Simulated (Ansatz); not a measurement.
# B on Ir(111): change of the work function

How does B on the fcc site change the work function of Ir(111) as the layer fills?

Method: plane-wave DFT, LDA, Ansatz PAW, in Ansatz 0.2.0.

## (1) The structure

The cell holds 4 atoms: 4 Ir. Its edges and angles: a = 2.715 Å, b = 2.715 Å, c = 24.651 Å, α = 90.0°, β = 90.0°, γ = 60.0°. Vacuum lies along c.

## (2) The clean slab

The bare slab comes first, as the zero from which every change is counted. The two lowest layers are held at bulk places and the upper ones relax. The dipole correction removes the false field that a one-sided slab makes across the periodic vacuum, so each face gets a flat vacuum level of its own.

input.yaml reads:

```yaml
crystal:
  lattice:
    - [2.7152900398, 0.0, 0.0]
    - [1.3576450199, 2.3515101531, 0.0]
    - [0.0, 0.0, 24.6510751011]
  atoms:
    - { symbol: Ir, position: [0.0, 0.0, 0.3650956383] }
    - { symbol: Ir, position: [0.3333333333, 0.3333333333, 0.4550318794] }
    - { symbol: Ir, position: [0.6666666667, 0.6666666667, 0.5449681206] }
    - { symbol: Ir, position: [0.0, 0.0, 0.6349043617] }
kpoints:
  mp_grid: { grid: [13, 13, 1] }
hamiltonian:
  xc: lda
scf:
  occupations: { method: fermi_dirac, width: 0.1 }
  convergence: { dr2_threshold: 1.0e-08 }
efield:
  axis: 3
  dipole_correction: true
  ramp_position: 0.97
  ramp_width: 0.06
relax:
  f_tol: 0.02
  max_steps: 60
  constraints: [{ sites: [0, 1] }]
output:
  write_potential: true
  write_density: true
  volumetric_format: npy
```

Launch:

```console
$ ansatz run input.yaml --threads 4 --pin off --max-ram 12288MiB --backend cpu --events-out ev --progress --plain --runs-dir out
```

Numbers of over 12 decimals in the logs are rounded to 6 here.

The log of the run:

```text
Engine: ansatz 0.2.0, x86_64-unknown-linux-gnu
Pseudopotentials: kind: paw
Pseudopotential: Ir, paw, valence charge 17, recommended cutoff 420 eV (normal), Ir.paw.azcp
Functional definition: SPW92
  exchange = slater_x
  correlation = pw_c
Crystal: 4 atoms, lattice volume = 157.398 Å³
Basis set: ecut = 420 eV, 3101 PW (Γ)
Bands: 41, of which v1, the nominal top of the filled ones, is band 34 counted from 1 (33 counted from 0)
Symmetry: 6 space group operations
k-points: 21 of 169 (time reversal used)
Non-local potential: Ir, projectors of the file, l = 0: 3, l = 1: 2, l = 2: 2, l = 3: 1
PAW form: soft (Blöchl's): semilocal exchange-correlation on the pseudo side does not see the compensation charge
PAW frozen core: Ir, regenerated for the run's functional, and the local potential with it (the file was generated under x = pbe(κ = 0.804, μ = 0.219515), c = pbe(β = 0.066725))
PAW one-centre angular grid: Ir, 590 points (default); XC on 64 Gauss nodes
Initial density: superposition of atomic densities (neutral atoms: chi_scale 0, normalization atom), corrected by the library's trained network
Initial wavefunctions: pseudopotential atomic-orbital guess
Functional: x = slater, c = lda
SCF iter   1: F=—  HF=-46651.307675 eV  |F-HF|=—  |Δ(HF+E_count)|=         —  Δρ=7.61e-3  dr2=4.60e-1  ethr=1.77e-3  p=0.000 e·Å  D=2.60e-13 V/Å  ΔV_dip=-0.00 eV  dr2_dipole=1.02e-7  V_vac-E_F(+/−)=5.53/5.53 eV  ⟨swp⟩=8.2  Hψ=4045  notcnv=0  defer=2
efield: sawtooth ramp at fractional position 0.9700 (set: `efield.ramp_position`, or a place that a band, a saddle search or an elastic batch's reference lends), width 0.0600; the density the first Hamiltonian is built on has a dipole p = 0.000 e·Å; the dipole correction subtracts the counter field D = 2.60e-13 V/Å, which shifts the + side's vacuum level by -0.00 eV against the − side's; the planar-averaged density in the ramp window peaks in size at 1.1e-5 e/Å³
preconditioner: auto → LDOS  [metal: Δε(μ)=0.057 eV  Ē_g=6.291 eV  σ=0.100 eV  W_gap=0.14  n_scr=18 (ndim 8)  ℏωp=17.8 eV  f_vac=0.579  D(μ)=4.58/eV (n_scr^D=18)  β→1.0]
SCF iter   2: F=—  HF=-46651.294149 eV  |F-HF|=—  |Δ(HF+E_count)|=   1.35e-2  Δρ=2.77e-3  dr2=1.12e-2  ethr=6.76e-4  p=0.000 e·Å  D=1.86e-5 V/Å  ΔV_dip=-0.00 eV  dr2_dipole=1.56e-7  V_vac-E_F(+/−)=5.79/5.79 eV  ⟨swp⟩=1.7  Hψ=1053  notcnv=0  defer=4
SCF iter   3: F=—  HF=-46651.291460 eV  |F-HF|=—  |Δ(HF+E_count)|=   2.69e-3  Δρ=1.60e-3  dr2=4.60e-3  ethr=1.65e-5  p=-0.000 e·Å  D=-5.24e-6 V/Å  ΔV_dip=0.00 eV  dr2_dipole=2.83e-9  V_vac-E_F(+/−)=5.87/5.87 eV  ⟨swp⟩=3.8  Hψ=2062  notcnv=0  defer=4
SCF iter   4: F=—  HF=-46651.290493 eV  |F-HF|=—  |Δ(HF+E_count)|=   9.68e-4  Δρ=6.62e-4  dr2=6.39e-4  ethr=6.76e-6  p=-0.000 e·Å  D=-3.86e-6 V/Å  ΔV_dip=0.00 eV  dr2_dipole=3.60e-9  V_vac-E_F(+/−)=5.86/5.86 eV  ⟨swp⟩=2.1  Hψ=1160  notcnv=0  defer=4
SCF iter   5: F=—  HF=-46651.290360 eV  |F-HF|=—  |Δ(HF+E_count)|=   1.33e-4  Δρ=1.23e-4  dr2=2.57e-5  ethr=9.39e-7  p=-0.000 e·Å  D=-1.97e-6 V/Å  ΔV_dip=0.00 eV  dr2_dipole=9.32e-10  V_vac-E_F(+/−)=5.86/5.86 eV  ⟨swp⟩=2.4  Hψ=1535  notcnv=0  defer=4
SCF iter   6: F=—  HF=-46651.290362 eV  |F-HF|=—  |Δ(HF+E_count)|=   2.30e-6  Δρ=3.50e-5  dr2=3.41e-6  ethr=3.78e-8  p=-0.000 e·Å  D=-9.58e-7 V/Å  ΔV_dip=0.00 eV  dr2_dipole=4.48e-11  V_vac-E_F(+/−)=5.86/5.86 eV  ⟨swp⟩=3.1  Hψ=1682  notcnv=0  defer=4
SCF iter   7: F=—  HF=-46651.290349 eV  |F-HF|=—  |Δ(HF+E_count)|=   1.36e-5  Δρ=1.29e-5  dr2=2.33e-7  ethr=5.01e-9  p=-0.000 e·Å  D=-5.87e-7 V/Å  ΔV_dip=0.00 eV  dr2_dipole=1.43e-11  V_vac-E_F(+/−)=5.86/5.86 eV  ⟨swp⟩=2.5  Hψ=1400  notcnv=0  defer=3
SCF iter   8: F=—  HF=-46651.290349 eV  |F-HF|=—  |Δ(HF+E_count)|=   7.74e-8  Δρ=5.68e-6  dr2=6.74e-8  ethr=3.43e-10  p=-0.000 e·Å  D=-1.56e-7 V/Å  ΔV_dip=0.00 eV  dr2_dipole=2.88e-13  V_vac-E_F(+/−)=5.86/5.86 eV  ⟨swp⟩=2.9  Hψ=1786  notcnv=0  defer=3
SCF iter   9: F=-46651.290349 eV  HF=-46651.290349 eV  |F-HF|=4.13e-9  |Δ(HF+E_count)|=   1.99e-8  Δρ=7.89e-7  dr2=1.70e-9  ethr=1.47e-11  p=-0.000 e·Å  D=-7.60e-8 V/Å  ΔV_dip=0.00 eV  dr2_dipole=3.19e-15  V_vac-E_F(+/−)=5.86/5.86 eV  ⟨swp⟩=8.5  Hψ=7103  notcnv=0
SCF 1 converged in 9 iterations: F = -46651.290349 eV  dr2 = 1.70e-9
  greatest PAW one-centre occupation: 1.000 electrons in one spin orbital (limit 2), on the Ir atom at site 1 (counted from 0), in its partial waves of l = 0
relax step   1: F+E_penalty+E_count = -46651.29034870 eV  Δ(F+E_penalty+E_count) = +0.000e0 eV  max|allowed force component| = 8.188e-1 eV/Å  Δτ_max = 0.0000 Å  (9 SCF iters, accepted)
Initial density: handed on by an earlier stage of this run
Initial wavefunctions: those handed on with the density
iter 1 solved again at ethr=2.72e-3 eV; its pass at ethr=3.10e-3 eV (dr2=1.85e0 eV) is discarded
SCF iter   1: F=—  HF=-46651.358055 eV  |F-HF|=—  |Δ(HF+E_count)|=         —  Δρ=1.16e-2  dr2=1.79e0  ethr=2.72e-3  p=0.000 e·Å  D=3.99e-8 V/Å  ΔV_dip=-0.00 eV  dr2_dipole=6.96e-1  V_vac-E_F(+/−)=5.83/5.83 eV  ⟨swp⟩=1.0  Hψ=3519  notcnv=0  defer=1
efield: sawtooth ramp at fractional position 0.9700 (set: `efield.ramp_position`, or a place that a band, a saddle search or an elastic batch's reference lends), width 0.0600; the density the first Hamiltonian is built on has a dipole p = 0.000 e·Å; the dipole correction subtracts the counter field D = 3.99e-8 V/Å, which shifts the + side's vacuum level by -0.00 eV against the − side's; the planar-averaged density in the ramp window peaks in size at 4.1e-6 e/Å³
preconditioner: auto → LDOS  [metal: Δε(μ)=0.013 eV  Ē_g=6.497 eV  σ=0.100 eV  W_gap=0.03  n_scr=18 (ndim 8)  ℏωp=17.8 eV  f_vac=0.587  D(μ)=4.80/eV (n_scr^D=18)  β→1.0]
SCF iter   2: F=—  HF=-46651.334482 eV  |F-HF|=—  |Δ(HF+E_count)|=   2.36e-2  Δρ=3.67e-3  dr2=4.02e-2  ethr=2.63e-3  p=0.007 e·Å  D=7.76e-3 V/Å  ΔV_dip=-0.19 eV  dr2_dipole=3.62e-3  V_vac-E_F(+/−)=5.70/5.89 eV  ⟨swp⟩=1.9  Hψ=976  notcnv=0  defer=1
SCF iter   3: F=—  HF=-46651.326812 eV  |F-HF|=—  |Δ(HF+E_count)|=   7.67e-3  Δρ=2.33e-3  dr2=2.92e-2  ethr=5.92e-5  p=0.001 e·Å  D=1.56e-3 V/Å  ΔV_dip=-0.04 eV  dr2_dipole=7.33e-7  V_vac-E_F(+/−)=5.82/5.86 eV  ⟨swp⟩=2.6  Hψ=1793  notcnv=0  defer=4
SCF iter   4: F=—  HF=-46651.321025 eV  |F-HF|=—  |Δ(HF+E_count)|=   5.79e-3  Δρ=5.49e-4  dr2=1.18e-3  ethr=4.30e-5  p=0.003 e·Å  D=3.85e-3 V/Å  ΔV_dip=-0.09 eV  dr2_dipole=5.08e-5  V_vac-E_F(+/−)=5.77/5.87 eV  ⟨swp⟩=2.0  Hψ=1344  notcnv=0  defer=4
[...]
preconditioner: auto → LDOS  [metal: Δε(μ)=0.041 eV  Ē_g=6.421 eV  σ=0.100 eV  W_gap=0.10  n_scr=18 (ndim 8)  ℏωp=17.8 eV  f_vac=0.585  D(μ)=4.68/eV (n_scr^D=18)  β→1.0]
SCF iter   2: F=—  HF=-46651.345780 eV  |F-HF|=—  |Δ(HF+E_count)|=   4.63e-3  Δρ=1.65e-3  dr2=7.72e-3  ethr=3.58e-4  p=0.001 e·Å  D=1.11e-3 V/Å  ΔV_dip=-0.03 eV  dr2_dipole=7.41e-5  V_vac-E_F(+/−)=5.83/5.86 eV  ⟨swp⟩=2.0  Hψ=1229  notcnv=0  defer=4
SCF iter   3: F=—  HF=-46651.343625 eV  |F-HF|=—  |Δ(HF+E_count)|=   2.15e-3  Δρ=9.33e-4  dr2=5.07e-3  ethr=1.13e-5  p=0.002 e·Å  D=2.27e-3 V/Å  ΔV_dip=-0.06 eV  dr2_dipole=1.97e-6  V_vac-E_F(+/−)=5.80/5.86 eV  ⟨swp⟩=2.9  Hψ=1873  notcnv=0  defer=4
SCF iter   4: F=—  HF=-46651.342583 eV  |F-HF|=—  |Δ(HF+E_count)|=   1.04e-3  Δρ=1.67e-4  dr2=1.40e-4  ethr=7.45e-6  p=0.001 e·Å  D=1.70e-3 V/Å  ΔV_dip=-0.04 eV  dr2_dipole=8.28e-7  V_vac-E_F(+/−)=5.82/5.86 eV  ⟨swp⟩=2.0  Hψ=1247  notcnv=0  defer=4
SCF iter   5: F=—  HF=-46651.342572 eV  |F-HF|=—  |Δ(HF+E_count)|=   1.07e-5  Δρ=7.88e-5  dr2=3.12e-5  ethr=2.06e-7  p=0.002 e·Å  D=1.75e-3 V/Å  ΔV_dip=-0.04 eV  dr2_dipole=6.37e-7  V_vac-E_F(+/−)=5.81/5.86 eV  ⟨swp⟩=3.1  Hψ=1612  notcnv=0  defer=4
SCF iter   6: F=—  HF=-46651.342568 eV  |F-HF|=—  |Δ(HF+E_count)|=   4.65e-6  Δρ=2.03e-5  dr2=2.58e-6  ethr=4.59e-8  p=0.002 e·Å  D=1.78e-3 V/Å  ΔV_dip=-0.04 eV  dr2_dipole=3.95e-9  V_vac-E_F(+/−)=5.81/5.86 eV  ⟨swp⟩=2.0  Hψ=1242  notcnv=0  defer=4
SCF iter   7: F=—  HF=-46651.342549 eV  |F-HF|=—  |Δ(HF+E_count)|=   1.84e-5  Δρ=7.99e-6  dr2=8.35e-8  ethr=3.79e-9  p=0.002 e·Å  D=1.78e-3 V/Å  ΔV_dip=-0.04 eV  dr2_dipole=8.22e-10  V_vac-E_F(+/−)=5.81/5.86 eV  ⟨swp⟩=2.1  Hψ=1298  notcnv=0  defer=4
SCF iter   8: F=-46651.342550 eV  HF=-46651.342550 eV  |F-HF|=3.85e-9  |Δ(HF+E_count)|=   1.69e-7  Δρ=1.29e-6  dr2=8.80e-9  ethr=1.47e-11  p=0.002 e·Å  D=1.80e-3 V/Å  ΔV_dip=-0.04 eV  dr2_dipole=6.36e-10  V_vac-E_F(+/−)=5.81/5.86 eV  ⟨swp⟩=11.6  Hψ=7089  notcnv=0
SCF 3 converged in 8 iterations: F = -46651.342550 eV  dr2 = 8.80e-9
relax step   3: F+E_penalty+E_count = -46651.34254955 eV  Δ(F+E_penalty+E_count) = -2.179e-2 eV  max|allowed force component| = 1.060e-1 eV/Å  Δτ_max = 0.0657 Å  (8 SCF iters, accepted)
SCF iter   1: F=—  HF=-46651.342906 eV  |F-HF|=—  |Δ(HF+E_count)|=         —  Δρ=3.23e-4  dr2=1.37e-3  ethr=1.38e-5  p=0.002 e·Å  D=1.80e-3 V/Å  ΔV_dip=-0.04 eV  dr2_dipole=4.78e-4  V_vac-E_F(+/−)=5.81/5.86 eV  ⟨swp⟩=2.0  Hψ=1573  notcnv=0  defer=4
efield: sawtooth ramp at fractional position 0.9700 (set: `efield.ramp_position`, or a place that a band, a saddle search or an elastic batch's reference lends), width 0.0600; the density the first Hamiltonian is built on has a dipole p = 0.002 e·Å; the dipole correction subtracts the counter field D = 1.80e-3 V/Å, which shifts the + side's vacuum level by -0.04 eV against the − side's; the planar-averaged density in the ramp window peaks in size at 2.8e-6 e/Å³
preconditioner: auto → LDOS  [metal: Δε(μ)=0.033 eV  Ē_g=6.422 eV  σ=0.100 eV  W_gap=0.08  n_scr=18 (ndim 8)  ℏωp=17.8 eV  f_vac=0.585  D(μ)=4.72/eV (n_scr^D=18)  β→1.0]
SCF iter   2: F=—  HF=-46651.342906 eV  |F-HF|=—  |Δ(HF+E_count)|=   2.81e-7  Δρ=1.92e-4  dr2=1.75e-4  ethr=2.01e-6  p=0.001 e·Å  D=1.51e-3 V/Å  ΔV_dip=-0.04 eV  dr2_dipole=1.24e-5  V_vac-E_F(+/−)=5.82/5.86 eV  ⟨swp⟩=2.0  Hψ=1359  notcnv=0  defer=4
SCF iter   3: F=—  HF=-46651.342878 eV  |F-HF|=—  |Δ(HF+E_count)|=   2.86e-5  Δρ=7.14e-5  dr2=2.67e-5  ethr=2.57e-7  p=0.001 e·Å  D=1.67e-3 V/Å  ΔV_dip=-0.04 eV  dr2_dipole=2.26e-7  V_vac-E_F(+/−)=5.81/5.86 eV  ⟨swp⟩=3.0  Hψ=1622  notcnv=0  defer=4
SCF iter   4: F=—  HF=-46651.342862 eV  |F-HF|=—  |Δ(HF+E_count)|=   1.55e-5  Δρ=1.71e-5  dr2=1.54e-6  ethr=3.92e-8  p=0.001 e·Å  D=1.66e-3 V/Å  ΔV_dip=-0.04 eV  dr2_dipole=1.95e-9  V_vac-E_F(+/−)=5.82/5.86 eV  ⟨swp⟩=2.2  Hψ=1324  notcnv=0  defer=4
SCF iter   5: F=—  HF=-46651.342849 eV  |F-HF|=—  |Δ(HF+E_count)|=   1.33e-5  Δρ=5.94e-6  dr2=1.54e-7  ethr=2.26e-9  p=0.001 e·Å  D=1.66e-3 V/Å  ΔV_dip=-0.04 eV  dr2_dipole=5.38e-10  V_vac-E_F(+/−)=5.81/5.86 eV  ⟨swp⟩=2.0  Hψ=1351  notcnv=0  defer=4
SCF iter   6: F=-46651.342849 eV  HF=-46651.342849 eV  |F-HF|=2.48e-9  |Δ(HF+E_count)|=   3.81e-8  Δρ=1.83e-6  dr2=8.19e-9  ethr=1.47e-11  p=0.001 e·Å  D=1.67e-3 V/Å  ΔV_dip=-0.04 eV  dr2_dipole=1.27e-10  V_vac-E_F(+/−)=5.81/5.86 eV  ⟨swp⟩=9.6  Hψ=7352  notcnv=0
SCF 4 converged in 6 iterations: F = -46651.342849 eV  dr2 = 8.19e-9
relax step   4: F+E_penalty+E_count = -46651.34284886 eV  Δ(F+E_penalty+E_count) = -2.993e-4 eV  max|allowed force component| = 1.418e-2 eV/Å  Δτ_max = 0.0033 Å  (6 SCF iters, accepted)
NSCF: frozen V_eff on 21 k-points
the band table was solved once a step of the walk had ended and its energy, with any forces and stress, was formed, with the checks that follow a solve (4198 applications of the Hamiltonian). They found nothing against the state; the energy, forces and stress were not computed again (output.eigenvalues in the input reference)
WARN: The output density's exchange-correlation potential varies sharply where the density is thin. Do not read a vacuum level from v_tot or v_xc, or from such a field of the output density. On a cell that repeats whose density bears no net charge and no dipole along the vacuum's axis use v_es (v_loc + v_h of the components); under efield.dipole_correction with no amplitude use v_es + v_field, which holds any externa [...]
SCF converged after 6 iterations
Free energy (F): -46651.342849 eV
Harris-Foulkes:  -46651.342849 eV  (|F-HF|=2.48e-9)
Internal energy: -46651.190020 eV  (E = F + TS)
E sigma→0 (E₀):  -46651.266434 eV
Entropy (-TS):   -0.152829 eV (-38.207 meV/atom)
Fermi energy:    5.394722 eV
Dipole field:    D = 0.001682 V/Å  (p = 0.001463 e·Å, saw-weighted, corrected)
Work function:   Φ+ = 5.8144 eV   Φ− = 5.8558 eV
Levels:          The Fermi level and band energies are counted from a zero that moves with the ramp; work functions are not
--- Per-component energies (eV) ---
  E_band       = -1699.852797
  E_kinetic    = 2489.130600
  E_local      = -119534.726397  (includes V_loc(G=0)·N_el)
  E_nonlocal   = 320.343153
  E_hartree    = 58586.845109
  E_xc         = -1062.430350
  E_vxc        = -1195.290431  (∫ρ·V_xc dr)
  E_paw        = -35813.057050  (= ΣΔE_a)
  E_vpaw       = -953.002951  (= ΣTr[D̂ρ^β])
  E_aug_tail   = 0.000174  (compensation charges beyond the density's cutoff)
  E_efield     = 0.000001  (sawtooth field / dipole correction)
  E_vefield    = 0.005418  (∫n·V_field dr)
  E_ewald      = 48361.058332
  E_core_change = 1.646409  (= ΣΔE_core)
  E_smearing   = -0.152829  (= −TS)
  E_closure    = -0.000000  (closes the sum)
  Σ components = -46651.342849   (vs F -46651.342849, Δ=0.00e0)
--- Forces (eV/Å), atoms counted from 1 ---
  atom   1  Ir     0.00000000    -0.00000000     0.70346147
  atom   2  Ir    -0.00000000    -0.00000000    -0.69451320
  atom   3  Ir     0.00000000     0.00000000    -0.01418343
  atom   4  Ir    -0.00000000     0.00000000     0.00516577
  max |Σ_I F_I| component: 6.94e-5 eV/Å
--- Band table (eV; the first three rows and the last of 21) ---
  k-point 0: bands = [... 30 lower, 2.4821, 4.1477, 4.1477, 4.5114, 4.5114, 4.6791, 5.5079, 5.5079, ... 3 higher]
  k-point 1: bands = [... 30 lower, 2.6528, 3.9288, 3.9894, 4.1135, 4.5838, 4.6010, 4.9328, 5.5062, ... 3 higher]
  k-point 2: bands = [... 30 lower, 3.1300, 3.3990, 3.5791, 3.8902, 4.1350, 4.6313, 5.3856, 5.5042, ... 3 higher]
  k-point 20: bands = [... 30 lower, 4.0903, 4.1640, 5.1316, 5.7279, 5.8518, 6.0912, 10.2121, 11.3748, ... 3 higher]
--- Relaxed structure (4 steps of the walk, 4 accepted, 0 SCFs on fresh bases) ---
  F+E_penalty+E_count = -46651.34284886 eV   max|allowed force component| = 1.418e-2 eV/Å
  atoms:
    - { symbol: Ir, position: [0.0, 0.0, 0.365096] }
    - { symbol: Ir, position: [0.333333, 0.333333, 0.4550318794] }
    - { symbol: Ir, position: [0.666667, 0.666667, 0.542498] }
    - { symbol: Ir, position: [-6.065070238695018e-18, 0, 0.629693] }
```

Wall time 15 s (4 threads of Intel Xeon Platinum 8259CL at 2.50GHz (Skylake/Cascade Lake), shared host); peak memory 0.5 GiB; 56 s of CPU time.

The steps of the relaxation:

```
step  energy less that of the first step (eV)  largest force component (eV/Å)
   1                                   0.0000                          0.8188
   2                                  -0.0304                          0.7666
   3                                  -0.0522                          0.1060
   4                                  -0.0525                          0.0142
```

The run keeps the 6 symmetry operations that it works with, so distortions that break them were not tested.

The atoms that moved most (Å):

```
atom     dx     dy      dz  length
 Ir4  0.000  0.000  -0.128   0.128
 Ir3  0.000  0.000  -0.061   0.061
```

Final coordinates:

```cif
data_structure
_symmetry_space_group_name_H-M 'P 1'
_symmetry_Int_Tables_number 1
_cell_length_a 2.7153
_cell_length_b 2.7153
_cell_length_c 24.6511
_cell_angle_alpha 90.000
_cell_angle_beta 90.000
_cell_angle_gamma 60.000
_cell_volume 157.40
loop_
_atom_site_label
_atom_site_type_symbol
_atom_site_fract_x
_atom_site_fract_y
_atom_site_fract_z
_atom_site_occupancy
Ir1 Ir 0.00000 0.00000 0.36510 1
Ir2 Ir 0.33333 0.33333 0.45503 1
Ir3 Ir 0.66667 0.66667 0.54250 1
Ir4 Ir 0.00000 0.00000 0.62969 1
```

This step gave:

```
energy at zero smearing        : -46651.2664 eV
work function, upper face      : 5.814 eV
work function, lower face      : 5.856 eV
dipole along the normal        : 0.001463 e·Å
step between the vacuum levels : -0.04147 eV
```

Running mean over 2.217 Å of the planar mean; the ramp of the sawtooth is left out. Table of electron's electrostatic potential energy less the Fermi level by z:

```
z (Å)  electron's electrostatic potential energy less the Fermi level (eV)
  3.5                                                                 5.86
  4.0                                                                 5.86
  4.5                                                                 5.85
  5.0                                                                 5.85
  5.5                                                                 5.84
  6.0                                                                 5.78
  6.5                                                                 5.55
  7.0                                                                 4.64
  7.5                                                                 1.14
  8.0                                                                -5.19
  8.5                                                                -10.6
  9.0                                                                -12.5
  9.5                                                                -12.9
 10.0                                                                -13.1
 10.5                                                                -13.2
 11.0                                                                -13.4
 11.5                                                                -13.7
 12.0                                                                -14.1
 12.5                                                                -14.2
 13.0                                                                -13.8
 13.5                                                                -13.6
 14.0                                                                -13.9
 14.5                                                                -14.0
 15.0                                                                -13.5
 15.5                                                                -12.7
 16.0                                                                -10.8
 16.5                                                                -5.56
 17.0                                                                0.835
 17.5                                                                 4.50
 18.0                                                                 5.49
 18.5                                                                 5.73
 19.0                                                                 5.79
 19.5                                                                 5.81
 20.0                                                                 5.81
 20.5                                                                 5.81
 21.0                                                                 5.81
 21.5                                                                 5.81
```

The relaxation took 4 steps and lowered the energy by 0.053 eV; the largest force on the free atoms ends at 0.014 eV/Å.

The work function of the upper face is 5.81 eV.

(Continued in part 2 of 5.)

[Logs are printed without paths, hosts, clocks, repeated set-up lines and the standing remarks that a program may print on its own settings, such as how far it seeks lower states.]

[Hosts, paths, dates, database ids (printed as entryN), source tags and the programs' standing remarks are cut or masked in the printed files.]

[Maps of the electrostatic potential energy from Ansatz leave out the sawtooth potential of an applied field or a dipole correction, so their vacuum need not be flat; planar profiles and work functions include it.]
